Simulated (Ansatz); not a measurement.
## Tl2PtC2 (built on the sites of a database entry of Na2PdC2): relaxing the cell for a phonon run

Wanted: the relaxed cell of Tl2PtC2 (built on the sites of a database entry of Na2PdC2).

Main program and level: Ansatz 0.2.0; DFT PBEsol, scalar-relativistic, plane waves, PAW.

The structure was built from a prototype and need not be the compound's stable phase.

## 1. The structure

It takes space group P-3m1 (No. 164, trigonal). The conventional cell has a = 4.174 Å, b = 4.174 Å, c = 4.887 Å, α = 90.00°, β = 90.00°, γ = 120.00°. Tl has 3 C at 2.46 Å nearest. Nearest to Pt lie 2 C at 1.86 Å. Nearest to C lie 1 C at 1.17 Å and 1 Pt at 1.86 Å and 3 Tl at 2.46 Å. Farther neighbours are not listed.

## 2. Probe on a coarse mesh

A quick single point on a coarse mesh tells whether the cell has a gap and how far it is from rest, which sets the k mesh and smearing that follow.

input.yaml

```yaml
crystal:
  lattice:
    - [4.17381, 0.0, 0.0]
    - [-2.0869, 3.61462, 0.0]
    - [0.0, 0.0, 4.88691]
  atoms:
    - { symbol: Tl, position: [0.33333333, 0.66666667, 0.720101] }
    - { symbol: Tl, position: [0.66666667, 0.33333333, 0.279899] }
    - { symbol: Pt, position: [0.0, 0.0, 0.0] }
    - { symbol: C, position: [0.0, 0.0, 0.62008] }
    - { symbol: C, position: [0.0, 0.0, 0.37992] }
kpoints:
  mp_grid: { grid: [6, 6, 4] }
hamiltonian:
  xc: pbesol
scf:
  occupations: { method: gaussian, width: 0.1 }
output:
  forces: true
  stress: true
  eigenvalues: true
```

The run is started by

```console
> ansatz run input.yaml --threads 8 --pin off --max-ram 14336MiB --backend cpu --events-out ev --progress --plain --runs-dir out
```

Numbers of over 12 decimals in the logs are rounded to 6 here.

The log of the run:

```text
Engine: ansatz 0.2.0, aarch64-unknown-linux-gnu
Pseudopotentials: kind: paw
Pseudopotential: Tl, paw, valence charge 13, recommended cutoff 420 eV (normal), Tl.paw.azcp
Pseudopotential: Pt, paw, valence charge 18, recommended cutoff 420 eV (normal), Pt.paw.azcp
Pseudopotential: C, paw, valence charge 4, recommended cutoff 420 eV (normal), C.paw.azcp
Functional definition: PBEsol
  exchange = pbesol_x
[...]
k-point 0: bands = [... 22 lower, 11.4743, 11.4743, 12.9514, 14.7897, 19.1439, 19.1439, 20.6372, 21.0638, ... 2 higher]
  k-point 1: bands = [... 22 lower, 12.2404, 12.2404, 12.7282, 16.2780, 17.9225, 17.9225, 20.1063, 20.1866, ... 2 higher]
  k-point 2: bands = [... 22 lower, 13.1631, 13.6002, 13.6002, 16.3627, 16.3627, 18.2822, 19.2471, 19.7325, ... 2 higher]
  k-point 23: bands = [... 22 lower, 12.7478, 12.7478, 12.9661, 12.9661, 16.1473, 16.1473, 19.6464, 19.6464, ... 2 higher]
[key lines of the parts left out:]
SCF converged after 7 iterations
Free energy (F): -35462.626254 eV
Fermi energy:    15.391979 eV
P = ⅓ Tr σ = 47.7911 GPa (477.911 kbar)
```

It took 0.66 s on 8 threads of Arm Neoverse V2, shared host; peak memory 0.43 GiB; 3.3 s of CPU time.

Numbers from this step:

```yaml
pressure: 47.79 GPa
volume_per_atom: 14.75 Å³
gap_on_the_k_mesh: 0 eV
```

The coarse mesh shows no gap and a pressure of 47.8 GPa.

## 3. Rough relaxation

The start is far from rest, so a relaxation with loose tolerances brings it close first.

input.yaml: that of step 2 with these lines changed.

```diff
@@ -21 +21,6 @@
   eigenvalues: true
+relax:
+  adjacent_minimum: "off"
+  f_tol: 0.05
+  max_steps: 80
+  cell: { stress_tol: 0.5 }
```

The log of the run:

```text
[...]
Crystal: 5 atoms, lattice volume = 73.728 Å³
Basis set: ecut = 420 eV, 1427 PW (Γ), exchange–correlation on 60×60×72 points (8 copies of the dense FFT grid, shifted against one another)
Bands: 32, of which v1, the nominal top of the filled ones, is band 26 counted from 1 (25 counted from 0)
Symmetry: 12 space group operations
[...]
k-points: 24 of 144
[...]
cell:  # Å, volume = 108.5055 Å³
    - [4.901154, -3.3898098968876567e-6, -1.86568866482889e-17]
    - [-2.450574, 4.244525, 3.731390739684496e-17]
    - [-2.1844426544079718e-17, 3.783589837166835e-17, 5.215843]
  atoms:
    - { symbol: Tl, position: [0.333333, 0.666667, 0.798266] }
    - { symbol: Tl, position: [0.666667, 0.333333, 0.201734] }
    - { symbol: Pt, position: [0, 0, 3.017274626666514e-19] }
    - { symbol: C, position: [0, 0, 0.621551] }
    - { symbol: C, position: [0, 0, 0.378449] }
[key lines of the parts left out:]
SCF converged after 5 iterations
Free energy (F): -35465.999810 eV
Fermi energy:    8.821494 eV
P = ⅓ Tr σ = -0.0179 GPa (-0.179 kbar)
```

Run time: 7.3 s. Hardware: 8 threads; peak memory 0.55 GiB; 46 s of CPU time.

Relaxation path:

```
step  energy less that of the first step (eV)  largest force component (eV/Å)  pressure (GPa)  volume (Å³)
   1                                   0.0000                          7.1553           47.79        73.73
   2                                  -2.2512                          0.5286           16.67        84.80
   3                                  -2.9713                          0.9493            5.57        94.27
   4                                  -3.1669                          0.6178            0.54       101.56
   5                                  -3.1839                          0.1716           -0.08       103.35
   6                                  -3.1849                          0.0578            0.01       103.36
   7                                  -3.1849                          0.0038           -0.12       103.38
  8*                                  -3.3385                          0.0610            1.72       103.38
   9                                  -3.3653                          0.0903            0.65       106.44
  10                                  -3.3649                          0.5856           -0.51       108.87
  11                                  -3.3684                          0.0053           -0.01       108.51
 12*                                  -3.3736                          0.0032           -0.02       108.51
```

Relaxation steps marked * repeat the geometry before them on a plane-wave basis chosen anew for their cell, so energy and pressure can jump there.

The run keeps the 12 symmetry operations that it works with, so distortions that break them were not tested.

```
     cell as run  before  after   change
           a (Å)   4.174  4.901  +17.4 %
           b (Å)   4.174  4.901  +17.4 %
           c (Å)   4.887  5.216   +6.7 %
volume (Å³/atom)   14.75  21.70  +47.2 %
```

The atoms that moved most (Å, as changes of fractional coordinates times the final cell):

```
atom     dx     dy      dz  length
 Tl1  0.000  0.000   0.408   0.408
 Tl2  0.000  0.000  -0.408   0.408
  C5  0.000  0.000  -0.008   0.008
  C4  0.000  0.000   0.008   0.008
```

This step gave:

| Property | Result |
| --- | --- |
| pressure | -0.01788 GPa |
| volume per atom | 21.70 Å³ |

In this step the volume went from 14.75 to 21.70 Å³/atom.

## 4. Relaxation

Harmonic phonons are second derivatives at a point where the forces vanish, and they are wanted at zero stress, so atoms and cell are relaxed first.

input.yaml

```yaml
crystal:
  lattice:
    - [4.9011535823, -3.3898e-06, 0.0]
    - [-2.4505738555, 4.244525205, 0.0]
    - [0.0, 0.0, 5.2158428852]
  atoms:
    - { symbol: Tl, position: [0.3333333333, 0.6666666667, 0.7982661451] }
    - { symbol: Tl, position: [0.6666666667, 0.3333333333, 0.2017338549] }
    - { symbol: Pt, position: [0.0, 0.0, 0.0] }
    - { symbol: C, position: [0.0, 0.0, 0.6215507173] }
    - { symbol: C, position: [0.0, 0.0, 0.3784492827] }
kpoints:
  mp_grid: { grid: [9, 9, 6] }
hamiltonian:
  xc: pbesol
scf:
  occupations: { method: gaussian, width: 0.1 }
output:
  forces: true
  stress: true
  eigenvalues: true
  write_density: true
  write_potential: true
  elf: true
  volumetric_format: npy
relax:
  adjacent_minimum: "off"
  f_tol: 0.005
  max_steps: 80
  cell: { stress_tol: 0.05 }
```

The log of the run:

```text
[...]
Crystal: 5 atoms, lattice volume = 108.506 Å³
Basis set: ecut = 420 eV, 2123 PW (Γ), exchange–correlation on 72×72×72 points (8 copies of the dense FFT grid, shifted against one another)
Bands: 32, of which v1, the nominal top of the filled ones, is band 26 counted from 1 (25 counted from 0)
[... 1 set-up line as in the run before ...]
[...]
k-points: 62 of 486
[...]
SCF iter   1: F=—  HF=-35466.009973 eV  |F-HF|=—  |Δ(HF+E_count)|=         —  Δρ=4.12e-3  dr2=1.59e-2  ethr=1.77e-3  ⟨swp⟩=5.9  Hψ=7919  notcnv=0
[...]
SCF iter   8: F=-35466.009669 eV  HF=-35466.009669 eV  |F-HF|=1.96e-9  |Δ(HF+E_count)|=   2.84e-7  Δρ=3.38e-6  dr2=1.82e-8  ethr=1.92e-10  ⟨swp⟩=12.8  Hψ=14596  notcnv=0
SCF 1 converged in 8 iterations: F = -35466.009669 eV  dr2 = 1.82e-8
[...]
relax step   1: F+E_penalty+E_count = -35466.00966943 eV  Δ(F+E_penalty+E_count) = +0.000e0 eV  max|allowed force component| = 1.183e-1 eV/Å  Δτ_max = 0.0000 Å  P = +0.004 GPa  Ω = 108.506 Å³  (8 SCF iters, dr2 threshold 1.00e-7 eV, accepted)
Crystal: 5 atoms, lattice volume = 108.643 Å³
[...]
SCF iter   4: F=-35466.009981 eV  HF=-35466.009981 eV  |F-HF|=1.75e-8  |Δ(HF+E_count)|=   5.03e-7  Δρ=1.06e-5  dr2=2.63e-7  ethr=9.62e-10  ⟨swp⟩=10.0  Hψ=14756  notcnv=0
SCF 2 converged in 4 iterations: F = -35466.009981 eV  dr2 = 2.63e-7
relax step   2: F+E_penalty+E_count = -35466.00998114 eV  Δ(F+E_penalty+E_count) = -3.117e-4 eV  max|allowed force component| = 5.778e-2 eV/Å  Δτ_max = 0.0077 Å  P = -0.021 GPa  Ω = 108.643 Å³  energy of the carried Pulay correction = -1.083e-4 eV  (4 SCF iters, dr2 threshold 5.00e-7 eV, accepted)
Crystal: 5 atoms, lattice volume = 108.586 Å³
[...]
SCF iter   5: F=-35466.010076 eV  HF=-35466.010076 eV  |F-HF|=2.52e-9  |Δ(HF+E_count)|=   2.70e-8  Δρ=4.55e-6  dr2=5.62e-8  ethr=4.01e-10  ⟨swp⟩=8.0  Hψ=12270  notcnv=0
SCF 3 converged in 5 iterations: F = -35466.010076 eV  dr2 = 5.62e-8
relax step   3: F+E_penalty+E_count = -35466.01007649 eV  Δ(F+E_penalty+E_count) = -9.535e-5 eV  max|allowed force component| = 7.732e-3 eV/Å  Δτ_max = 0.0025 Å  P = +0.023 GPa  Ω = 108.586 Å³  energy of the carried Pulay correction = -6.385e-5 eV  (5 SCF iters, dr2 threshold 2.09e-7 eV, accepted)
[...]
relax step   4: F+E_penalty+E_count = -35466.01004515 eV  Δ(F+E_penalty+E_count) = +3.135e-5 eV  max|allowed force component| = 1.624e-3 eV/Å  Δτ_max = 0.0003 Å  P = -0.005 GPa  Ω = 108.630 Å³  energy of the carried Pulay correction = -9.846e-5 eV  (5 SCF iters, dr2 threshold 3.74e-9 eV, accepted)
[...]
SCF iter   5: F=-35466.010132 eV  HF=-35466.010132 eV  |F-HF|=1.53e-10  |Δ(HF+E_count)|=  2.11e-10  Δρ=1.73e-7  dr2=3.79e-11  ethr=1.00e-12  ⟨swp⟩=6.2  Hψ=9235  notcnv=0
SCF 5 converged in 5 iterations: F = -35466.010132 eV  dr2 = 3.79e-11
relax step   5: F+E_penalty+E_count = -35466.01013158 eV  Δ(F+E_penalty+E_count) = -8.643e-5 eV  max|allowed force component| = 1.599e-3 eV/Å  Δτ_max = 0.0000 Å  P = -0.004 GPa  Ω = 108.630 Å³  stress off target by 1.34e-2 GPa  SCF on the basis re-selected at this cell (its energy is not comparable with the rows above)  (5 SCF iters)
[...]
SCF converged after 5 iterations
Free energy (F): -35466.010132 eV
[...]
Internal energy: -35466.008426 eV  (E = F + TS)
E sigma→0 (E₀):  -35466.009279 eV
Entropy (-TS):   -0.001706 eV (-0.341 meV/atom)
Fermi energy:    8.888218 eV
[...]
--- Forces (eV/Å), atoms counted from 1 ---
  atom   1  Tl    -0.00000000    -0.00000000     0.00033491
  atom   2  Tl     0.00000000     0.00000000    -0.00033491
  atom   3  Pt     0.00000000    -0.00000000     0.00000000
  atom   4  C     -0.00000000    -0.00000000    -0.00159932
  atom   5  C      0.00000000     0.00000000     0.00159932
  max |Σ_I F_I| component: 2.78e-17 eV/Å
--- Stress (GPa, compression-positive) ---
        0.000490       0.000000       0.000000
        0.000000       0.000490      -0.000000
        0.000000      -0.000000      -0.013397
  P = ⅓ Tr σ = -0.0041 GPa (-0.041 kbar)
--- Band table (eV; the first three rows and the last of 62) ---
  k-point 0: bands = [... 22 lower, 5.9338, 5.9338, 6.2141, 8.2609, 11.5873, 12.0638, 12.0638, 13.0299, ... 2 higher]
  k-point 1: bands = [... 22 lower, 6.1655, 6.4733, 6.4733, 8.5893, 11.3924, 11.7881, 11.7881, 12.8324, ... 2 higher]
  k-point 2: bands = [... 22 lower, 6.4720, 7.5092, 7.5092, 9.1766, 10.8622, 10.8622, 11.1174, 12.8124, ... 2 higher]
  k-point 61: bands = [... 22 lower, 6.6524, 6.6524, 7.7769, 7.7769, 9.6998, 9.6998, 12.6109, 12.6109, ... 2 higher]
--- Relaxed structure (4 steps of the walk, 4 accepted, 1 SCFs on fresh bases) ---
[...]
cell:  # Å, volume = 108.6303 Å³
    - [4.906895, -3.3937692641164136e-6, 0]
    - [-2.453445, 4.249497, 0]
    - [0, 0, 5.209628]
  atoms:
    - { symbol: Tl, position: [0.333333, 0.666667, 0.796248] }
    - { symbol: Tl, position: [0.666667, 0.333333, 0.203752] }
    - { symbol: Pt, position: [0, 0, 0] }
    - { symbol: C, position: [0, 0, 0.621833] }
    - { symbol: C, position: [0, 0, 0.378167] }
```

Wall time 7.5 s (8 threads); peak memory 0.63 GiB.

Relaxation path:

```
step  energy less that of the first step (eV)  largest force component (eV/Å)  pressure (GPa)  volume (Å³)
   1                                   0.0000                          0.1183            0.00       108.51
   2                                  -0.0003                          0.0578           -0.02       108.64
   3                                  -0.0004                          0.0077            0.02       108.59
   4                                  -0.0004                          0.0016           -0.01       108.63
  5*                                  -0.0005                          0.0016            0.00       108.63
```

Relaxation steps marked * repeat the geometry before them on a plane-wave basis chosen anew for their cell, so energy and pressure can jump there.

The run keeps the 12 symmetry operations that it works with, so distortions that break them were not tested.

```
conventional cell, symmetrised  before  after  change
                         a (Å)   4.901  4.907  +0.1 %
                         b (Å)   4.901  4.907  +0.1 %
                         c (Å)   5.216  5.210  -0.1 %
              volume (Å³/atom)   21.70  21.73  +0.1 %
```

The atoms that moved most (Å, as changes of fractional coordinates times the final cell):

```
atom     dx     dy      dz  length
 Tl2  0.000  0.000   0.011   0.011
 Tl1  0.000  0.000  -0.011   0.011
```

Numbers from this step:

```yaml
pressure: -0.004139 GPa
volume_per_atom: 21.73 Å³
```

Valence density in the ac plane at fractional y = 0.000, with atoms of Pt and C within 0.2 Å of it. It is the smooth field of the valence electrons, not physical close to the nuclei.

Values in e/Å³, 14 rows by 14 columns, each cell a mean:
```
10  6  2  0  0  0  0  0  0  0  0  1  4  8
 4  2  1  0  0  0  0  0  0  0  0  0  1  3
 1  1  0  0  0  0  0  0  0  0  0  0  1  1
 2  1  0  0  0  0  0  0  0  0  0  0  1  1
 2  1  1  0  0  0  0  0  0  0  0  0  1  2
 2  1  1  0  0  0  0  0  0  0  0  0  1  2
 2  1  1  0  0  0  0  0  0  0  0  0  1  2
 2  1  1  0  0  0  0  0  0  0  0  0  1  2
 2  1  1  0  0  0  0  0  0  0  0  0  1  2
 2  1  0  0  0  0  0  0  0  0  0  0  1  1
 1  1  0  0  0  0  0  0  0  0  0  0  1  1
 2  1  1  0  0  0  0  0  0  0  0  0  1  2
 7  5  2  0  0  0  0  0  0  0  0  1  3  6
11  8  3  1  0  0  0  0  0  0  0  1  5 10
```
Columns run along a (4.9 Å), rows up along c (5.2 Å). Atoms in or near the plane, at fractional coordinates: Pt at (0.00, 0.00), C at (0.00, 0.62), C at (0.00, 0.38).

Electrostatic potential energy in the ac plane at fractional y = 0.000, with atoms of Pt and C within 0.2 Å of it. With pseudopotentials it is smooth inside the atoms' cores, unlike the true potential.

Ten even steps from '0' (-68 eV) to '9' (12 eV), each cell a mean:
```
01599999999730
35899999999963
78999999999998
67999999999986
04899999999972
04899999999972
47999999999985
25999999999984
03899999999971
36999999999984
78999999999998
57899999999986
02699999999851
00589999999720
```
Columns run along a (4.9 Å; values clipped at the 3rd and 97th percentile), rows up along c (5.2 Å). Atoms in or near the plane, at fractional coordinates: Pt at (0.00, 0.00), C at (0.00, 0.62), C at (0.00, 0.38).

ELF in the ac plane at fractional y = 0.000, with atoms of Pt and C within 0.2 Å of it. It is the smooth field of the valence electrons, not physical close to the nuclei.

Ten even steps from '_' (0.04) to '@' (0.83), each cell a mean:
```
%%##++--::..........--==**%%
++++----::..::::....::--==++
====--::....::--::....--====
@@@@##--....::--::....++%%@@
--##%%==..__..::..__::**%%++
::**%%++..__________--**%%==
@@@@%%++..__________--##@@@@
**%%%%++..__________--##%%##
..++##++..__....____::**##--
##@@%%==....::::..__::**%%%%
%%##++--....----::....==**##
------::....::::::..::------
##**==--::..........--==++##
%%##++--::..____..::--==**%%
```
Columns run along a (4.9 Å), rows up along c (5.2 Å). Atoms in or near the plane, at fractional coordinates: Pt at (0.00, 0.00), C at (0.00, 0.62), C at (0.00, 0.38).

In this step the volume went from 21.70 to 21.73 Å³/atom.

## 5. Relaxing to small forces for the phonons

Phonons need a cell at rest on their own settings, so the relaxation is repeated with tight tolerances on forces and stress, using the mesh and the filling of the phonon run that follows.

input.yaml

```yaml
crystal:
  lattice:
    - [4.906894991, -3.3938e-06, 0.0]
    - [-2.4534445564, 4.2494974128, 0.0]
    - [0.0, 0.0, 5.2096279842]
  atoms:
    - { symbol: Tl, position: [0.3333333333, 0.6666666667, 0.7962475915] }
    - { symbol: Tl, position: [0.6666666667, 0.3333333333, 0.2037524085] }
    - { symbol: Pt, position: [0.0, 0.0, 0.0] }
    - { symbol: C, position: [0.0, 0.0, 0.6218329513] }
    - { symbol: C, position: [0.0, 0.0, 0.3781670487] }
kpoints:
  mp_grid: { grid: [10, 10, 6] }
hamiltonian:
  xc: pbesol
scf:
  occupations: { method: methfessel_paxton, width: 0.15 }
output:
  forces: true
  stress: true
  eigenvalues: true
relax:
  adjacent_minimum: "off"
  f_tol: 0.001
  max_steps: 60
  cell: { stress_tol: 0.01 }
```

The log of the run:

```text
[...]
Crystal: 5 atoms, lattice volume = 108.630 Å³
Basis set: ecut = 420 eV, 2123 PW (Γ), exchange–correlation on 72×72×72 points (8 copies of the dense FFT grid, shifted against one another)
Bands: 32, of which v1, the nominal top of the filled ones, is band 26 counted from 1 (25 counted from 0)
[... 1 set-up line as in the run before ...]
[...]
k-points: 72 of 600
[...]
--- Relaxed structure (3 steps of the walk, 3 accepted, 1 SCFs on fresh bases) ---
[...]
cell:  # Å, volume = 108.6260 Å³
    - [4.906847, -3.3937569758740943e-6, 0]
    - [-2.453421, 4.249456, 0]
    - [0, 0, 5.209524]
  atoms:
    - { symbol: Tl, position: [0.333333, 0.666667, 0.796609] }
    - { symbol: Tl, position: [0.666667, 0.333333, 0.203391] }
    - { symbol: Pt, position: [0, 0, 0] }
    - { symbol: C, position: [0, 0, 0.621840] }
    - { symbol: C, position: [0, 0, 0.378160] }
[key lines of the parts left out:]
SCF converged after 6 iterations
Free energy (F): -35466.009536 eV
Fermi energy:    8.917419 eV
P = ⅓ Tr σ = -0.0004 GPa (-0.004 kbar)
```

Wall time 6.8 s (8 threads); peak memory 0.64 GiB; 49 s of CPU time.

Little changed from the start: no atom moved by 0.005 Å and no cell edge by 0.1 %.

This step gave:

- pressure: -3.84e-4 GPa

The largest force component left is 0.41 meV/Å and the pressure is 0.000 GPa, within the tolerances set. The cell now holds 21.73 Å³/atom.

## 6. Results

| Property | Result |
| --- | --- |
| space group after relaxation (within 0.01 Å) | P-3m1 |
| lattice constant a | 4.907 Å |
| lattice constant b | 4.907 Å |
| lattice constant c | 5.210 Å |
| volume per atom | 21.7 Å³ |

What this shows: The largest force component left is 0.41 meV/Å and the pressure is 0.000 GPa, within the tolerances set. The cell now holds 21.73 Å³/atom. The relaxation keeps the symmetry of its start, so it says nothing on stability against lower symmetry. Spin-orbit coupling is left out, which can matter for the heavy elements here. The starting cell was built on a prototype and not taken from a measurement, so the phase need not exist.

[Logs are printed without paths, hosts, clocks, repeated set-up lines and the standing remarks that a program may print on its own settings, such as how far it seeks lower states.]

[Hosts, paths, dates, database ids (printed as entryN), source tags and the programs' standing remarks are cut or masked in the printed files.]
